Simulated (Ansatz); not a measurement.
## Decaying states in the gap of SrYAlO4: band edges

Ansatz 0.2.0; PBEsol DFT, plane waves, PAW files.

The structure was built from a prototype and need not be the compound's stable phase.

Symmetry: I4mm, No. 107, tetragonal system. Conventional cell: a = 3.685 Å, b = 3.685 Å, c = 12.042 Å, α = 90.00°, β = 90.00°, γ = 90.00°. Sr has 9 O at 2.33 to 2.63 Å nearest. Nearest to Y lie 9 O at 2.27 to 2.62 Å. Nearest to Al lie 6 O at 1.85 to 2.06 Å. Nearest to O lie 1 Al at 1.96 Å and 1 Sr at 2.33 Å and 4 Y at 2.62 Å. Nearest to O lie 1 Al at 2.06 Å and 1 Y at 2.27 Å and 4 Sr at 2.63 Å. Nearest to O lie 2 Al at 1.85 Å and 2 Y at 2.43 Å and 2 Sr at 2.61 Å. It derives from SrLaAlO4. Y for La in the SrLaAlO4 structure of space group I4mm. Farther neighbours and most contacts between anions are not listed.

Numbers from this step:

* free energy: -10067.6839 eV
* Fermi energy: 9.710 eV
* gap on the k-mesh: 3.602 eV
* gap on path: 3.602 eV, by band count; negative where bands overlap
* direct gap on path: 3.906 eV
* edge places on path: 0, 3.661 1/A along the path

Electronic bands along the path, in eV, zero at the Fermi level (highest filled level under fixed occupations); v1 is the highest filled band, c1 the lowest empty one:

| point | v4 | v3 | v2 | v1 | c1 | c2 | c3 | c4 |
| --- | --- | --- | --- | --- | --- | --- | --- | --- |
| VBM | -0.97 | -0.60 | -0.06 | 0.00 | 5.27 | 5.91 | 6.14 | 7.42 |
| halfway | -1.18 | -0.56 | -0.38 | -0.29 | 5.34 | 5.43 | 6.81 | 6.96 |
| CBM | -0.68 | -0.68 | -0.30 | -0.30 | 3.60 | 4.96 | 5.80 | 6.12 |

Valence density in the ac plane of the conventional cell at fractional y = 0.000, with atoms of Sr and Y and Al and O within 0.2 Å of it. It is the smooth field of the valence electrons, not physical close to the nuclei.

Ten even steps from '_' (0.0 e/Å³) to '@' (6.8 e/Å³), each cell a mean:
```
________..==##%%**::..______
____________......__________
--::..__________________..::
@@##::________________..==%%
**==..__________________::++
____________________________
....______________________..
----::..______________..::--
::----..______________::----
--::..________________..::--
____________......__________
________..--**%%++::________
________..--##%%**::________
....________......______....
++==--..______________..--==
++++--..______________::==++
--::..__________________..::
____________________________
--::..__________________..::
@@##::________________..==%%
**==..__________________::++
____________________________
____________......__________
________..--##%%**::..______
```
Columns run along a (3.7 Å), rows up along c (12.0 Å), edges of the conventional cell, whose origin can differ from the input's. Atoms in or near the plane, at fractional coordinates: Sr at (0.00, 0.64), Y at (0.00, 0.36), Al at (0.00, 0.00), O at (0.00, 0.84), O at (0.00, 0.17), O at (0.50, 0.99), O at (0.50, 0.49).

ELF in the ac plane of the conventional cell at fractional y = 0.000, with atoms of Sr and Y and Al and O within 0.2 Å of it. It is the smooth field of the valence electrons, not physical close to the nuclei.

Values, 24 rows by 14 columns, each cell a mean:
```
0.04 0.04 0.16 0.51 0.74 0.78 0.65 0.57 0.71 0.79 0.68 0.38 0.08 0.04
0.55 0.43 0.25 0.21 0.35 0.58 0.70 0.73 0.67 0.50 0.28 0.19 0.31 0.48
0.81 0.78 0.64 0.38 0.17 0.16 0.23 0.25 0.20 0.14 0.22 0.48 0.71 0.80
0.47 0.67 0.79 0.69 0.42 0.15 0.06 0.05 0.08 0.23 0.52 0.75 0.77 0.61
0.70 0.77 0.79 0.68 0.46 0.19 0.07 0.04 0.09 0.28 0.55 0.73 0.79 0.74
0.47 0.44 0.38 0.28 0.17 0.08 0.04 0.04 0.05 0.11 0.21 0.32 0.41 0.46
0.54 0.51 0.40 0.22 0.08 0.03 0.03 0.03 0.03 0.04 0.12 0.29 0.45 0.52
0.58 0.71 0.82 0.70 0.34 0.07 0.03 0.03 0.03 0.13 0.48 0.78 0.80 0.67
0.16 0.49 0.81 0.79 0.44 0.09 0.03 0.03 0.04 0.17 0.60 0.84 0.73 0.35
0.75 0.79 0.76 0.51 0.19 0.12 0.19 0.22 0.16 0.12 0.30 0.62 0.79 0.77
0.50 0.42 0.25 0.16 0.31 0.56 0.69 0.72 0.66 0.47 0.24 0.17 0.32 0.46
0.04 0.05 0.13 0.41 0.71 0.78 0.67 0.57 0.72 0.78 0.62 0.29 0.08 0.05
0.09 0.09 0.14 0.41 0.72 0.79 0.66 0.57 0.71 0.80 0.63 0.29 0.10 0.09
0.68 0.59 0.38 0.23 0.36 0.61 0.72 0.73 0.69 0.53 0.28 0.25 0.47 0.63
0.70 0.79 0.79 0.56 0.20 0.15 0.23 0.25 0.20 0.13 0.30 0.67 0.82 0.77
0.58 0.74 0.85 0.70 0.28 0.05 0.04 0.05 0.04 0.09 0.44 0.79 0.83 0.68
0.74 0.71 0.61 0.37 0.11 0.04 0.04 0.04 0.03 0.05 0.20 0.47 0.66 0.72
0.33 0.31 0.24 0.16 0.09 0.05 0.04 0.04 0.04 0.06 0.11 0.18 0.27 0.33
0.73 0.73 0.69 0.58 0.37 0.14 0.05 0.03 0.07 0.22 0.45 0.63 0.72 0.73
0.48 0.68 0.81 0.74 0.50 0.18 0.05 0.03 0.07 0.29 0.60 0.78 0.79 0.61
0.68 0.76 0.77 0.61 0.33 0.10 0.04 0.03 0.05 0.17 0.43 0.69 0.78 0.73
0.75 0.67 0.48 0.26 0.14 0.15 0.20 0.22 0.18 0.13 0.17 0.33 0.56 0.70
0.25 0.20 0.16 0.27 0.45 0.61 0.70 0.72 0.68 0.56 0.38 0.22 0.17 0.22
0.02 0.02 0.16 0.58 0.79 0.80 0.67 0.58 0.72 0.82 0.74 0.44 0.06 0.01
```
Columns run along a (3.7 Å), rows up along c (12.0 Å), edges of the conventional cell, whose origin can differ from the input's. Atoms in or near the plane, at fractional coordinates: Sr at (0.00, 0.64), Y at (0.00, 0.36), Al at (0.00, 0.00), O at (0.00, 0.84), O at (0.00, 0.17), O at (0.50, 0.99), O at (0.50, 0.49).

Electrostatic potential energy in the ac plane of the conventional cell at fractional y = 0.000, with atoms of Sr and Y and Al and O within 0.2 Å of it. With pseudopotentials it is smooth inside the atoms' cores, unlike the true potential.

Values in eV, 24 rows by 14 columns, each cell a mean:
```
  2  -1  -5   1   3 -18 -32 -38 -28  -9   4  -2  -4   0
 -1   1   5  10  12  10   4   2   6  12  11   8   3   0
-10  -3   9  13  14  14  13  13  13  14  14  13   4  -6
-43 -31 -10  11  14  13  13  12  13  14  14   7 -20 -36
-26 -18   2  13  14  14  13  13  13  14  14  11  -7 -22
  9  11  12  13  14  14  14  13  14  14  14  13  12  10
 -7  -3   3   8  11  13  13  14  13  12  10   6   1  -5
-51 -48 -30  -5   6  11  12  13  12   9   3 -12 -40 -50
-51 -51 -46 -14   4  10  12  13  12   8   0 -27 -50 -51
-43 -38 -19   0   8  12  13  13  13  11   6  -5 -28 -41
  2   4   7  10  12  11   7   4   8  12  11   9   6   3
 11  11  12  13   8 -15 -30 -35 -26  -5  11  13  12  11
  8   9  10  12   7 -17 -32 -38 -28  -7  10  11  10   8
-17 -13  -4   5   9   9   4   2   6  10   8   2  -8 -15
-47 -44 -31 -12   4  10  12  13  12   8  -1 -19 -37 -45
-50 -47 -37 -16   1   9  11  12  11   7  -4 -24 -42 -49
-31 -27 -14  -1   7  11  12  13  12   9   5  -5 -20 -29
  4   6   8  10  12  13  13  13  13  13  11  10   7   5
 -9  -3  10  14  14  14  14  14  14  14  14  13   5  -6
-43 -31  -9  12  14  14  13  13  14  14  14   7 -20 -36
-27 -18   2  13  14  14  13  13  13  14  14  11  -7 -22
  6   8  11  13  14  14  14  14  14  14  13  12  10   7
 -4  -4   0   6  11  11   7   4   8  12  10   4  -2  -4
  7   2  -5  -1   3 -16 -31 -35 -26  -7   3  -4  -3   4
```
Columns run along a (3.7 Å; values clipped at the 3rd and 97th percentile), rows up along c (12.0 Å), edges of the conventional cell, whose origin can differ from the input's. Atoms in or near the plane, at fractional coordinates: Sr at (0.00, 0.64), Y at (0.00, 0.36), Al at (0.00, 0.00), O at (0.00, 0.84), O at (0.00, 0.17), O at (0.50, 0.99), O at (0.50, 0.49).

Q: Write an input that reproduces this.

The system, level and task follow from the heading and the kind of results. Meshes, cutoffs and thresholds can't be read from the results; these are the ones that the run used.

input.yaml

```yaml
crystal:
  lattice:
    - [-1.8426596347, 1.8426596347, 6.0212351958]
    - [1.8426596347, -1.8426596347, 6.0212351958]
    - [1.8426596347, 1.8426596347, -6.0212351958]
  atoms:
    - { symbol: Sr, position: [0.6448963929, 0.6448963929, 0.0] }
    - { symbol: "Y", position: [0.3605647013, 0.3605647013, 0.0] }
    - { symbol: Al, position: [0.0010860075, 0.0010860075, 0.0] }
    - { symbol: O, position: [0.838509584, 0.838509584, 0.0] }
    - { symbol: O, position: [0.1719893616, 0.1719893616, 0.0] }
    - { symbol: O, position: [0.9914774763, 0.4914774763, 0.5] }
    - { symbol: O, position: [0.4914774763, 0.9914774763, 0.5] }
kpoints:
  mp_grid: { grid: [8, 8, 8] }
  band_path: { path: [VBM, CBM], npoints: 30 }
scf:
  occupations: { method: fixed }
hamiltonian:
  xc: pbesol
output:
  eigenvalues: true
  write_potential: true
  write_density: true
  volumetric_format: npy
  elf: true
```

Command:

```
ansatz run input.yaml --threads 2 --pin off --max-ram 4096MiB --backend cpu --events-out ev --progress --plain --runs-dir out
```

[Logs are printed without paths, hosts, clocks, repeated set-up lines and the standing remarks that a program may print on its own settings, such as how far it seeks lower states.]

[Hosts, paths, dates, database ids (printed as entryN), source tags and the programs' standing remarks are cut or masked in the printed files.]
